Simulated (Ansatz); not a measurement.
# Aqueous Cs+ and F-, 4.0 mol of salt per kg of water on CaO(100) at 400 K (152 atoms): a short ab initio trajectory

How do the atoms of aqueous Cs+ and F-, 4.0 mol of salt per kg of water on CaO(100) at 400 K (152 atoms) move, and what local order do they keep?

Main program and level: Ansatz 0.2.0; Kohn-Sham DFT, PBE+D4, PAW (set soft_2), plane waves.

### Step 1. The structure

The cell holds 152 atoms: 32 Ca, 60 O, 56 H, 2 Cs and 2 F. Its edges and angles: a = 9.620 Å, b = 9.620 Å, c = 19.647 Å, α = 90.0°, β = 90.0°, γ = 90.0°. It derives from CaO (CaO(100), 4 layers, 2 x 2 surface cells, a = 4.81 A). 28 H2O, 2 Cs+, 2 F- placed at random, at 1.48 g/cm³, on a fixed slab of CaO(100), 4 layers, 2 x 2 surface cells, a = 4.81 Å, filling the gap to the slab's periodic image; overlaps pushed apart, then 10 ps at 420 K with Joung-Cheatham ions (J. Phys. Chem. B 112, 9020 (2008)); SPC/E water (Berendsen, Grigera and Straatsma, J. Phys. Chem. 91, 6269 (1987)); UFF radii (Rappe et al., J. Am. Chem. Soc. 114, 10024 (1992)) and scaled formal charges on the fixed solid; charges of ions scaled by 0.85. Snapshot after 20 ps at 400 K and fixed volume. Regions: solid, 64 atoms (32 Ca and 32 O); liquid, 88 atoms (28 O, 56 H, 2 Cs and 2 F).

Limits known from the start: The network of contacts between molecules at the start is that of the classical potential that made the cell, and needn't be the one that DFT or experiment would give. The Brillouin zone is sampled at Γ only, in a cell whose shortest periodic width is 10 Å. The levels lack spin–orbit coupling, which is large for the heavy elements here.

### Step 2. Dynamics at 400 K

A Langevin thermostat couples each atom to a heat bath, at the price of damped dynamics. The time step is 0.5 fs, short enough for the stretching of bonds to hydrogen.

The input, input.yaml:

```yaml
crystal:
  lattice:
    - [9.62, 0.0, 0.0]
    - [0.0, 9.62, 0.0]
    - [0.0, 0.0, 19.64697]
  atoms:
    - { symbol: Ca, position: [0.0, 0.0, 0.0] }
    - { symbol: O, position: [0.25, 0.0, 0.0] }
    - { symbol: Ca, position: [0.0, 0.25, 0.12241] }
    - { symbol: O, position: [0.25, 0.25, 0.12241] }
    [... 142 atom lines left out ...]
    - { symbol: H, position: [0.99345, 0.95476, 0.7274] }
    - { symbol: H, position: [0.99352, 0.03113, 0.80163] }
    - { symbol: Cs, position: [0.70039, 0.24156, 0.54758] }
    - { symbol: Cs, position: [0.41201, 0.75464, 0.62963] }
    - { symbol: F, position: [0.21886, 0.51855, 0.52555] }
    - { symbol: F, position: [0.99784, 0.89815, 0.59021] }
kpoints:
  mp_grid: { grid: [1, 1, 1] }
hamiltonian:
  xc: pbe
  dispersion: d4
scf:
  occupations: { method: fermi_dirac, width: 0.05 }
output:
  forces: true
  stress: true
md:
  timestep: 0.5
  n_steps: 101
  ensemble: nvt_langevin
  temperature: 400
  initial_velocities: maxwell_boltzmann
  seed: 2716
```

Run with:

```sh
ansatz run input.yaml --threads 4 --pin off --max-ram 8192MiB --backend cpu --events-out ev --progress --plain --runs-dir out
```

The job ended after 32 min (4 threads of AMD EPYC 7R43, shared host; peak memory 3.1 GiB).

The program notes that the dispersion model switches parameters near this geometry, the SCF threshold is loose for the stress and it switched symmetry off.

Rows from the run:

```
time (fs)  T (K)  potential (meV/atom)
      0.0    397                   0.0
      3.5    399                  -0.4
      6.5    411                  -0.7
     10.0    388                   1.8
     13.5    376                   2.4
     17.0    349                   8.2
     20.0    357                   9.3
     23.5    360                   9.0
     27.0    345                  11.7
     30.5    352                  10.9
     33.5    374                   8.7
     37.0    358                  10.0
     40.5    367                   9.7
     44.0    380                   8.3
     47.0    371                   8.1
     50.5    394                   5.8
```

Mean square displacement from the first frame to the last: Ca 0.021 Å², O 0.053 Å², H 0.24 Å², Cs 0.017 Å², F 0.12 Å².

Mean square displacement against time lag:

```
time lag (fs)  Ca (Å²)  Cs (Å²)   F (Å²)   H (Å²)   O (Å²)
          0.5   5.1e-6   2.7e-6   1.7e-5   2.8e-4   1.4e-5
          1.5   4.5e-5   2.5e-5   1.5e-4  0.00243   1.2e-4
          2.5   1.2e-4   6.8e-5   4.0e-4  0.00648   3.3e-4
          4.5   3.9e-4   2.2e-4  0.00125   0.0186  0.00105
          5.5   5.7e-4   3.2e-4  0.00184   0.0257  0.00153
          6.5   7.9e-4   4.5e-4  0.00254   0.0333  0.00210
          7.5  0.00103   5.9e-4  0.00334   0.0413  0.00275
          8.5  0.00130   7.4e-4  0.00425   0.0496  0.00346
         10.5  0.00193  0.00111  0.00634   0.0674  0.00510
         11.5  0.00229  0.00131  0.00752   0.0768  0.00601
         13.0  0.00287  0.00165  0.00940   0.0909  0.00746
         14.0  0.00328  0.00190   0.0107   0.0999  0.00849
         15.0  0.00371  0.00216   0.0122    0.108  0.00955
         17.0  0.00464  0.00271   0.0152    0.124   0.0118
         18.0  0.00513  0.00300   0.0168    0.132   0.0129
         19.0  0.00563  0.00331   0.0185    0.140   0.0141
         20.0  0.00616  0.00363   0.0202    0.148   0.0153
         21.0  0.00670  0.00396   0.0221    0.156   0.0166
         23.0  0.00781  0.00467   0.0259    0.171   0.0191
         24.0  0.00838  0.00506   0.0278    0.178   0.0204
         25.5  0.00924  0.00565   0.0309    0.188   0.0223
```

The drift taken off is the plain mean over atoms, not the centre of mass, so with hydrogen in the cell the heavy atoms' values at short lags are too large.

Over the second half of 50 fs the temperature averages 365 K, rising from about 347 to 379 K (means over the first and last quarter of that half). From first frame to last H has the largest mean square displacement, 0.24 Å² at the end; the farthest move is 0.92 Å. The run spans 0.05 ps, too short for its means to be equilibrium values.

### Step 3. Structure statistics late in the run

The g(r) is a mean over the second half.

Density 2.38 g/cm³, 11.96 Å³ an atom.

Mean of 14 frames. g(r), total and by pair (bins of 0.2 Å):

```
r (Å)  total   O-O   O-H  O-Ca  O-Cs   O-F   H-H
 0.90   2.13  0.00  7.30  0.00  0.00  0.00  0.00
 1.10   1.39  0.00  4.80  0.00  0.00  0.00  0.00
 1.30   0.04  0.00  0.08  0.00  0.00  0.00  0.11
 1.50   0.64  0.00  0.33  0.00  0.00  0.00  3.54
 1.70   0.52  0.00  0.75  0.00  0.00  0.00  1.57
 1.90   0.31  0.00  0.77  0.00  0.00  0.00  0.46
 2.10   0.42  0.00  0.66  0.29  0.00  0.00  1.20
 2.30   1.38  0.03  0.23  5.88  0.00  0.00  2.15
 2.50   1.34  0.28  0.22  5.30  0.00  3.06  1.88
 2.70   0.71  0.86  0.50  0.61  0.00  3.97  1.48
 2.90   0.78  0.89  0.94  0.10  0.35  0.50  1.46
 3.10   1.00  1.02  1.25  0.13  2.19  0.24  1.62
 3.30   1.59  3.26  1.07  0.20  3.00  0.38  1.64
 3.50   1.54  2.93  1.16  0.20  1.69  0.60  1.42
 3.70   0.87  0.87  1.06  0.30  1.36  0.98  1.78
 3.90   0.78  0.53  1.04  0.54  0.00  1.92  1.50
 4.10   1.08  0.48  0.97  2.50  0.67  0.64  1.39
 4.30   0.87  0.38  0.87  1.64  0.05  1.36  1.31
 4.50   0.71  0.54  0.89  0.13  0.89  0.62  1.54
 4.70   0.90  1.01  1.00  0.20  1.26  0.17  1.61
 4.90   0.94  1.25  0.97  0.30  1.33  0.85  1.37
 5.10   0.79  0.63  0.93  0.71  0.97  0.85  1.17
 5.30   1.40  0.59  0.89  4.12  1.12  0.49  1.41
 5.50   1.30  0.85  0.94  3.28  0.66  0.57  1.31
 5.70   1.02  1.42  0.93  0.60  1.19  0.68  1.31
 5.90   1.30  2.42  0.87  0.24  0.44  1.18  1.31
 6.10   0.88  0.98  0.90  0.28  0.90  1.26  1.21
 6.30   0.78  0.68  1.00  0.30  1.42  2.03  1.25
```

### Step 4. Single point at the last frame

The last frame is solved once more, with the analyses that the dynamics left out.

The input, input.yaml:

```yaml
crystal:
  lattice:
    - [9.62, 0.0, 0.0]
    - [0.0, 9.62, 0.0]
    - [0.0, 0.0, 19.64697]
  atoms:
    - { symbol: Ca, position: [0.99146, 0.0184, 0.9915] }
    - { symbol: O, position: [0.26303, 0.99509, 0.00271] }
    - { symbol: Ca, position: [0.00168, 0.26072, 0.11675] }
    - { symbol: O, position: [0.24873, 0.24909, 0.11762] }
    [... 142 atom lines left out ...]
    - { symbol: H, position: [0.00174, 0.96375, 0.73093] }
    - { symbol: H, position: [0.02257, 0.05782, 0.78923] }
    - { symbol: Cs, position: [0.70806, 0.24968, 0.55095] }
    - { symbol: Cs, position: [0.42377, 0.75732, 0.6349] }
    - { symbol: F, position: [0.22099, 0.48897, 0.51385] }
    - { symbol: F, position: [0.98503, 0.87911, 0.579] }
kpoints:
  mp_grid: { grid: [1, 1, 1] }
hamiltonian:
  xc: pbe
  dispersion: d4
scf:
  occupations: { method: fermi_dirac, width: 0.05 }
output:
  forces: true
  stress: true
  populations: true
  dos:
    method: { smearing: { sigma: 0.15 } }
    de: 0.1
    projected:
      site_lists:
        Ca: [Ca]
        Cs: [Cs]
        F: [F]
        H: [H]
        O: [O]
        solid: [0, 1, 2, 3, 4, 5, 6, 7, 8, 9, 10, 11, 12, 13, 14, 15, 16, 17, 18, 19, 20, 21, 22, 23, 24, 25, 26, 27, 28, 29, 30, 31, 32, 33, 34, 35, 36, 37, 38, 39, 40, 41, 42, 43, 44, 45, 46, 47, 48, 49, 50, 51, 52, 53, 54, 55, 56, 57, 58, 59, 60, 61, 62, 63]
  eigenvalues: true
  write_density: true
  write_potential: true
  volumetric_format: npy
  elf: true
```

It took 45 s on 4 threads; peak memory 2.9 GiB.

The run gave:

```
free energy                                      : -106163.4332 eV
free energy per atom                             : -698.4436 eV/atom
SCF cycles                                       : 11
pressure                                         : -0.1776 GPa
r.m.s. force component                           : 0.6247 eV/Å
longest force                                    : 2.784 eV/Å
Fermi energy                                     : 5.344 eV
gap (highest filled to lowest empty level) : 2.809 eV
spilling of the projection                       : 0.01632
```

Length of the force by element:

```
element  coordination  atoms  mean length of the force (eV/Å)  spread  least   most
     Ca           all     32                            0.823   0.317  0.198   1.44
     Cs           all      2                            0.190  0.0762  0.114  0.267
      F           all      2                            0.583   0.106  0.476  0.689
      H           all     56                            0.945   0.550  0.170   2.39
      O           all     60                             1.03   0.607  0.214   2.78
```

Löwdin charges by element (they lack the spilled electrons, 0.082 e an atom on average):

```
element  coordination  atoms  mean charge (e)  spread   least    most
     Ca           all     32             1.67  0.0205    1.64    1.71
     Cs           all      2            0.882  0.0061   0.876   0.888
      F           all      2           -0.576  0.0044  -0.581  -0.572
      H           all     56            0.374  0.0277   0.299   0.415
      O           all     60            -1.04   0.287   -1.35  -0.671
```

By region:

```
region  atoms  mean length of the force (eV/Å)
 solid     64                            0.764
liquid     88                             1.06
```

States in the cell by windows of 1 eV, zero at the Fermi level; the larger projections on atomic orbitals stand beside the total:

```
from (eV)  to (eV)  total   O p  solid  H s   O s
      -18      -17    4.1   0.1    2.8  0.3   3.3
      -17      -16   42.9   0.1   42.3  0.3  36.2
      -16      -15   16.2   0.0   16.0  0.1  13.8
      -15      -11    0.0   0.0    0.0  0.0   0.0
      -11      -10   10.5   7.2    0.1  3.0   0.1
      -10       -9   34.3  19.1    0.3  7.7   0.2
       -9       -8   21.0  10.8    0.7  4.1   0.3
       -8       -7   19.5  14.1    1.3  2.2   2.1
       -7       -6   22.8  17.3    0.6  1.6   2.4
       -6       -5   18.5  13.2    1.1  0.8   1.3
       -5       -4   44.2  36.1    4.3  0.2   0.2
       -4       -3   63.3  55.8   39.4  0.1   0.3
       -3       -2  106.2  97.4   96.0  0.3   0.1
       -2       -1   43.7  41.5   38.1  0.1   0.1
       -1        1    0.0   0.0    0.0  0.0   0.0
        1        2    2.0   0.1    0.2  0.8   0.4
        2        3   11.9   0.5    1.4  1.3   0.7
        3        4   30.2   1.6    3.2  5.2   1.7
        4        5   61.5   3.5    8.8  6.2   2.1
```

Between -26 and -18 eV lie 257 more states.

The stored curve holds about 704 of the 768 electrons; the rest, give or take the few that broadening carries across the Fermi level, lie in deeper levels below its range.

The levels nearest the highest filled one (over half full), pooled over k-points and spins:

```
level less the highest filled one (eV)  occupation
                                -0.205           2
                                -0.120           2
                                -0.117           2
                               -0.0599           2
                               -0.0215           2
                                     0           2
                                  2.81           0
                                  3.72           0
                                  3.78           0
                                  4.02           0
                                  4.03           0
                                  4.27           0
```

Planar average of the electrostatic potential energy along the normal, with the Fermi level as zero, after a running mean with a triangular window 4 Å wide at its base:

```
height (Å)  potential energy (eV)
       0.0                  -5.54
       0.6                  -5.26
       1.2                  -5.04
       1.6                  -5.14
       2.2                  -5.54
       2.8                  -5.46
       3.3                  -5.17
       3.9                  -5.17
       4.5                  -5.48
       4.9                  -5.57
       5.5                  -5.23
       6.1                  -5.12
       6.7                  -5.40
       7.3                  -5.55
       7.9                  -4.54
       8.3                  -3.36
       8.9                  -1.86
       9.5                  -1.15
      10.0                  -1.08
      10.6                  -0.97
      11.2                  -0.82
      11.6                  -0.67
      12.2                  -0.52
      12.8                  -0.46
      13.4                  -0.42
      14.0                  -0.44
      14.6                  -0.37
      15.0                  -0.25
      15.6                  -0.19
      16.2                  -0.34
      16.7                  -0.63
      17.3                  -0.92
      17.9                  -1.72
      18.3                  -2.78
      18.9                  -4.33
      19.5                  -5.46
```

Mean Löwdin charges: Ca +1.67, Cs +0.88, F -0.58, H +0.37, O -1.04 e (they miss 1.6 % of the electrons, so they add up to more than the cell's charge). The largest share in the top eV of filled states is O p (98 % of the projected weight), and in the lowest eV of empty states H s (39 % of the projected weight).

### Step 5. Outcome

```
mean temperature, second half                    : 364.7 K
temperature swing, second half                   : 14.58 K
mean pressure, second half                       : 0.0462 GPa
free energy per atom                             : -698.4436 eV/atom
pressure                                         : -0.1776 GPa
r.m.s. force component                           : 0.6247 eV/Å
gap (highest filled to lowest empty level) : 2.809 eV
wall time of the 2 DFT runs                      : 33 min
```

Over the second half of 50 fs the temperature averages 365 K, rising from about 347 to 379 K (means over the first and last quarter of that half). The run spans 0.05 ps, too short for its means to be equilibrium values. The highest filled and lowest empty levels differ by 2.81 eV at Γ alone; the mesh holds the band edges only if they fold onto it, so the gap at this level can be narrower or closed.

Caveats: The program warns that the dispersion model switches its C6 values near this geometry, which can put artefacts into forces and pressure. The pressure of a single frame lacks the kinetic term, about 0.42 GPa here.

[Logs are printed without paths, hosts, clocks, repeated set-up lines and the standing remarks that a program may print on its own settings, such as how far it seeks lower states.]

[Hosts, paths, dates, database ids (printed as entryN), source tags and the programs' standing remarks are cut or masked in the printed files.]
